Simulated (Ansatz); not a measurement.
# Is Ta(100) film of 2 layers a stable metal?, part 3 of 3

The plan: relax Ta(100) film of 2 layers, check its phonons, and, if the lattice is stable, compute its Eliashberg function and ρ(T).

Ansatz 0.2.0; DFT PBEsol, scalar-relativistic, plane waves, PAW; PAW set soft_1.

So far, highest frequency, solved or plainly interpolated (cm⁻¹): step 5 (phonons: q 2×2×1, k 6×6×1) 212.

### Step 6. Phonons by linear response: q 3×3×1, k 9×9×1

An imaginary mode on so few k-points may come from the sampling, so the phonons are repeated with another q and k mesh.

Input file input.yaml:

```yaml
crystal:
  lattice:
    - [2.6846159873, 0.0, 0.0]
    - [0.0, 2.6846159873, 0.0]
    - [0.0, 0.0, 28.4459017258]
  atoms:
    - { symbol: Ta, position: [0.0, 0.0, 0.1832942297] }
    - { symbol: Ta, position: [0.5, 0.5, 0.2615853218] }
  periodic: [true, true, false]
kpoints:
  mp_grid: { grid: [9, 9, 1] }
hamiltonian:
  xc: pbesol
  pseudopotentials: { kind: paw, azcp: { folder: soft_1 }, xc_functional: pbe }
scf:
  occupations: { method: methfessel_paxton, width: 0.2 }
output:
  eigenvalues: true
phonons:
  method: dfpt
  qmesh: [3, 3, 1]
  temperatures: { t_max: 1000, t_step: 50 }
  qpath:
    path: [[0.0, 0.0, 0.0], [0.0, 0.5, 0.0], [0.5, 0.5, 0.0], [0.0, 0.0, 0.0]]
    npoints: 10
```

On the command line:

```console
$ ansatz run input.yaml --threads 8 --pin off --max-ram 20480MiB --backend cpu --events-out ev --progress --plain --runs-dir out
```

Numbers of over 12 decimals in the logs are rounded to 6 here.

Output:

```text
[...]
Crystal: 2 atoms, lattice volume = 205.014 Å³
Basis set: ecut = 420 eV, 4051 PW (Γ), exchange–correlation on 36×36×384 points (8 copies of the dense FFT grid, shifted against one another)
Bands: 17, of which v1, the nominal top of the filled ones, is band 13 counted from 1 (12 counted from 0)
Symmetry: 16 space group operations
k-points: 15 of 81 (irreducible under 8 space group operations)
[...]
SCF iter   1: F=—  HF=-19613.778311 eV  |F-HF|=—  |Δ(HF+E_count)|=         —  Δρ=2.70e-2  dr2=7.23e0  ethr=3.10e-3  ⟨swp⟩=10.9  Hψ=2127  notcnv=0
[...]
SCF iter  12: F=-19612.172840 eV  HF=-19612.172840 eV  |F-HF|=2.18e-11  |Δ(HF+E_count)|=  2.44e-10  S|Δr|=    0.00e0  Δρ=1.34e-8  dr2=3.85e-13  ethr=1.00e-12  ⟨swp⟩=16.8  Hψ=2199  notcnv=0
SCF 1 converged in 12 iterations: F = -19612.172840 eV  dr2 = 3.85e-13
[...]
SCF converged after 12 iterations
[...]
Free energy (F): -19612.172840 eV
[...]
Internal energy: -19612.162862 eV  (E = F + TS)
E sigma→0 (E₀):  -19612.170346 eV
Entropy (-TS):   -0.009977 eV (-4.989 meV/atom)
Fermi energy:    -4.670589 eV
[...]
--- Band table (eV; the first three rows and the last of 15) ---
  k-point 0: bands = [... 9 lower, -9.9443, -8.0304, -6.6549, -5.6861, -4.7980, -3.7431, -2.1530, -2.1530]
  k-point 1: bands = [... 9 lower, -9.5330, -7.6615, -6.3236, -5.7466, -4.5674, -4.1573, -2.4879, -2.0662]
  k-point 2: bands = [... 9 lower, -8.7665, -6.5397, -5.9468, -5.5939, -5.0940, -3.6434, -2.6970, -1.9191]
  k-point 14: bands = [... 9 lower, -8.8465, -7.2524, -7.1694, -3.4541, -2.9818, -1.5656, -1.2517, 1.1344]
[...]
ASR residual: 2.725e-5 → 0.000e0 eV/Å²; symmetrization residual: 1.687e-5 eV/Å²
[...]
ASR residual per site (eV/Å²): 2.72e-5 2.66e-5
  Γ frequencies (cm⁻¹): 0.00 0.00 0.00 75.44 75.44 169.78
--- Phonons (arbitrary-q DFPT): 3 irreducible q on the 3×3×1 mesh ---
[...]
interpolated dispersion: 31 rows × 6 modes
[...]
```

The job ended after 28 s (8 threads of Arm Neoverse V2, shared host; peak memory 1.1 GiB).

Numbers from this step:

* highest frequency, solved or plainly interpolated: 203.1 cm⁻¹

Solved on the 3×3×1 mesh alone; all other wavevectors are interpolated. The phonon branches at the labelled points (cm⁻¹):

| point | branch 1 | branch 2 | branch 3 | branch 4 | branch 5 | branch 6 |
| --- | --- | --- | --- | --- | --- | --- |
| Γ | 0 | 0 | 0 | 75 | 75 | 170 |
| halfway | -41 | 41 | 45 | 107 | 141 | 171 |
| X | -54 | -54 | 90 | 90 | 193 | 193 |
| halfway | 105 | 105 | 132 | 132 | 197 | 197 |
| M | 130 | 130 | 184 | 184 | 203 | 203 |
| halfway | 67 | 88 | 126 | 131 | 152 | 174 |
| Γ | 0 | 0 | 0 | 75 | 75 | 170 |

The phonon branches as a text plot (rows in cm⁻¹):

```
    198 |              *************************
    187 |           *****              ****     **
    176 |       **** **               *    *****  *****
    165 |*******    *               **          ****   **********
    155 |         **              **                ***
    144 |       **                                **
    133 |                        *     ******       *****
    122 |      *                    ***    *****    ***
    112 |    ** *****          ** **         *****     ****
    101 |            ****     *  *              ****
     90 |  **  *         ***** **                   ***  *****
     79 |**  **        **                         **       ******
     69 |  ****     ***       *                     *****
     58 |  **  *  **                                     *****
     47 |       **                                     **
     36 |      ***                                       *****
     26 | *  **             **                             *****
     15 |  **     **                                          **
      4 |**                                                     *
     -7 | *
    -17 |  **
    -28 |    **     *
    -39 |      ***   **   **
    -50 |         ********
         Γ               X               M                      Γ
```

Lowest modes at the softest wavevector of the mesh. Modes at q = (0.000, 0.333, 0.000) (negative means imaginary):

```csv
mode,frequency (cm⁻¹)
1,-50.0
2,-19.5
3,60.6
4,110.2
5,166.0
6,182.5
```

Displacements in mode 1 (-50.0 cm⁻¹), the largest set to 1, in the home cell (x, y, z of the real part, then of the imaginary part):
```
Ta1  0.87  0.00  0.00 -0.50  0.00  0.00
Ta2  0.87  0.00  0.00  0.50  0.00  0.00
```

Displacements in mode 3 (60.6 cm⁻¹), the largest set to 1, in the home cell (x, y, z of the real part, then of the imaginary part):
```
Ta1  0.00  0.04  0.87  0.00  0.07 -0.50
Ta2  0.00  0.04  0.87  0.00 -0.07  0.50
```

The modes, Ta has structure finer than the step of the table below, so its rows give means over 10 cm⁻¹, whole bins alone (the curve runs from -64.9 to 219 cm⁻¹). Peaks (cm⁻¹: height): 56.4: 0.0340, 74.2: 0.0382, 90.3: 0.0418, 104.5: 0.0590, 125.9: 0.0417, 168.8: 0.0614, 193.7: 0.0752.

Phonopy on the run's constants, 21x21x1 mesh, Gaussian sigma 2.0 cm⁻¹. The modes, Ta by wavenumber; means over each step:

```csv
wavenumber (cm⁻¹),"modes, Ta (1/cm⁻¹/cell)"
-50,0.00910
-40,0.00974
-30,0.00451
-20,0.00531
-10,0.00228
0,0.00285
10,0.00704
20,0.0127
30,0.0129
40,0.0148
50,0.0194
60,0.0266
70,0.0284
80,0.0336
90,0.0361
100,0.0367
110,0.0473
120,0.0352
130,0.0245
140,0.0150
150,0.0186
160,0.0189
170,0.0482
180,0.0407
190,0.0552
200,0.0323
210,4.4e-4
```

No LO-TO term; unit eigenvectors of the mass-weighted matrix. Modes at Γ:

```
mode  frequency (cm⁻¹)  symmetry
   1               0.0   unnamed
   2               0.0   unnamed
   3               0.0   unnamed
   4              75.4        Eg
   5              75.4        Eg
   6             169.8       A1g
```

Displacements in mode 4 (75.4 cm⁻¹), the largest set to 1:
```
Ta1  1.00  0.00  0.00
Ta2 -1.00  0.00  0.00
```

Displacements in mode 6 (169.8 cm⁻¹), the largest set to 1:
```
Ta1  0.00  0.00  1.00
Ta2  0.00  0.00 -1.00
```

Among the solved wavevectors the lowest mode, translations apart, is -50 cm⁻¹, imaginary.

### Step 7. Coupling and resistivity: q 3×3×1, k 9×9×1, scattering 12×12×1

Phonons, couplings and the Boltzmann equation in one run.

Changes to input.yaml since step 6:

```diff
@@ -25 +25,4 @@
     npoints: 10
+  electrical_resistivity:
+    mesh: [12, 12, 1]
+    temperatures: [20.0, 50.0, 77.0, 100.0, 150.0, 200.0, 300.0, 400.0, 600.0, 800.0]
```

Output:

```text
[the first part of the log is left out]
  E_hartree    = 24361.768173
  E_xc         = -636.453245
  E_vxc        = -465.387432  (∫ρ·V_xc dr)
  E_paw        = -16362.505205  (= ΣΔE_a)
  E_vpaw       = -209.680650  (= ΣTr[D̂ρ^β])
  E_aug_tail   = 0.000194  (compensation charges beyond the density's cutoff)
  E_ewald      = 21896.309416
  E_core_change = 0.427426  (= ΣΔE_core)
  E_smearing   = -0.009977  (= −TS)
  E_closure    = -0.000000  (closes the sum)
  Σ components = -19612.172840   (vs F -19612.172840, Δ=0.00e0)
--- Band table (eV; the first three rows and the last of 15) ---
  k-point 0: bands = ["-72.2755", "-72.1990", "-39.2471", "-38.5523", "-38.1255", "-38.1255", "-37.9557", "-37.9557", "-11.9155", "-9.9443", "-8.0304", "-6.6549", "-5.6861", "-4.7980", "-3.7431", "-2.1530", "-2.1530"]
  k-point 1: bands = ["-72.2605", "-72.1884", "-39.2154", "-38.5801", "-38.2711", "-38.1330", "-38.1055", "-37.9456", "-11.5022", "-9.5330", "-7.6615", "-6.3236", "-5.7466", "-4.5674", "-4.1573", "-2.4879", "-2.0662"]
  k-point 2: bands = ["-72.2215", "-72.1624", "-39.1504", "-38.8193", "-38.5413", "-38.4596", "-38.0527", "-37.9217", "-10.4955", "-8.7665", "-6.5397", "-5.9468", "-5.5939", "-5.0940", "-3.6434", "-2.6970", "-1.9191"]
  k-point 14: bands = ["-72.0275", "-72.0251", "-39.3722", "-39.3675", "-39.0909", "-39.0746", "-38.5885", "-38.5649", "-8.8848", "-8.8465", "-7.2524", "-7.1694", "-3.4541", "-2.9818", "-1.5656", "-1.2517", "1.1344"]
--- Phonons (Γ-DFPT): 4 representative perturbations + reference (Σ response iterations 22) ---
  ASR residual: 1.353e-5 → 0.000e0 eV/Å²; symmetrization residual: 6.845e-8 eV/Å²
  The last average, over the group as it would stand without the narrowing to the FFT grids, took up to 2.220e-16 eV/Å² of the zone centre's force constants
  ASR residual per site (eV/Å²): 1.35e-5 1.35e-5
  Γ frequencies (cm⁻¹): 0.00 0.00 0.00 75.44 75.44 169.78
--- Phonons (arbitrary-q DFPT): 3 irreducible q on the 3×3×1 mesh ---
  q = [0.0000, 0.0000, 0.0000] (star 1, of the zone-centre solve; hermiticity 1.43e-8, symmetrization 5.51e-13, taken by the last average 4.63e-17): -0.00 0.00 0.00 75.44 75.44 169.78
  q = [0.0000, 0.3333, 0.0000] (star 4, 6 solved perturbations on 45 of 81 k-point pairs; hermiticity 4.29e-8, symmetrization 1.20e-10, taken by the last average 1.72e-9): -50.02 -19.45 60.59 110.17 166.03 182.50
  q = [0.3333, 0.3333, 0.0000] (star 4, 4 solved perturbations in 252 linear systems a pass and spin channel, the states on 81 of 81 k-point pairs; hermiticity 2.82e-8, symmetrization 1.46e-10, taken by the last average 8.05e-9): 95.27 111.29 156.87 158.43 179.94 185.10
  sum rule: each row above includes the acoustic sum rule's correction from the zone centre's row sums; it moved no ω² by more than (0.14 cm⁻¹)²
  mesh force constants: q→R imaginary residual 0.00e0; ASR residual 1.353e-5 → 0.000e0 eV/Å²; symmetrization residual 5.329e-15 eV/Å²
  interpolated dispersion: 31 rows × 6 modes
  density of states and harmonic sums: on the 24×24×1 q-mesh, interpolated from the force constants of a 3×3×1 supercell (no non-analytic term)
  largest difference from the sums on the solved wave vectors: F 2.17e-1 eV, S 2.89e-4 and C_V 7.33e-5 eV/K
  zero-point energy: 0.042505 eV/cell   skipped modes (ω ≤ 0): 41, of them read as no rigid motion or as one in doubt: 38 (3.750e-1 modes/cell left out, lowest -54.95 cm⁻¹)   left out of the sums: 6.34e-2 of the cell's modes: C_V's classical limit lies that fraction below 3 k_B per atom; for a crystal, a wire or a layer, F and S can be off by more, and a phonons.interpolated_qmesh denser along its periods is the remedy for the sampling
Error: electrical resistivity: the mode of lowest frequency at the wavevector [0.0000, 0.4167, 0.0000] is imaginary, -54.68 cm⁻¹ (written negative): the force constants describe an unstable lattice; relax the structure, enlarge phonons.supercell (under dfpt, kpoints.mp_grid), or, with a block electrical_resistivity or superconductivity, name a file of force constants under which the crystal is stable (phonons.electron_phonon_force_constants)
The harmonic force constants that this run solved are whole in <dir>
```

It took 31 s on 8 threads; peak memory 1.1 GiB.

The run ended with an error.

The program's message: “electrical resistivity: the mode of lowest frequency at the wavevector [0.0000, 0.4167, 0.0000] is imaginary, -54.68 cm⁻¹ (written negative): the force constants describe an unstable lattice; relax th …”

The run stops because a mode is imaginary on the scattering mesh, where no scattering rate is defined; denser k meshes, other smearings and, between solved wavevectors, finer q meshes show whether the instability is real.

### Step 8. Outcome

| Property | Result |
| --- | --- |
| phonon run of the rows without a label of their own | PBEsol, q 3×3×1, k 9×9×1 |
| softest mode on the q mesh | -50 cm⁻¹ at q = (0, 0.333, 0) |
| highest frequency, solved or plainly interpolated | 203 cm⁻¹ |

The lattice is dynamically unstable at this level: a mode at q = (0, 0.333, 0) is imaginary, 50i cm⁻¹, so no harmonic coupling constant or resistivity is defined for this structure. These meshes are coarse, and single modes of a metal can move by tens of cm⁻¹ with the k mesh. The coarser mesh found an imaginary mode at another wavevector, which this mesh lacks. Spin–orbit coupling, left out here, matters for Ta. The PAW files were made for PBE; under other functionals the run regenerates their frozen core. The structure was built by hand as an ordered model, and its stability against other phases was not tested.

[Logs are printed without paths, hosts, clocks, repeated set-up lines and the standing remarks that a program may print on its own settings, such as how far it seeks lower states.]

[Hosts, paths, dates, database ids (printed as entryN), source tags and the programs' standing remarks are cut or masked in the printed files.]
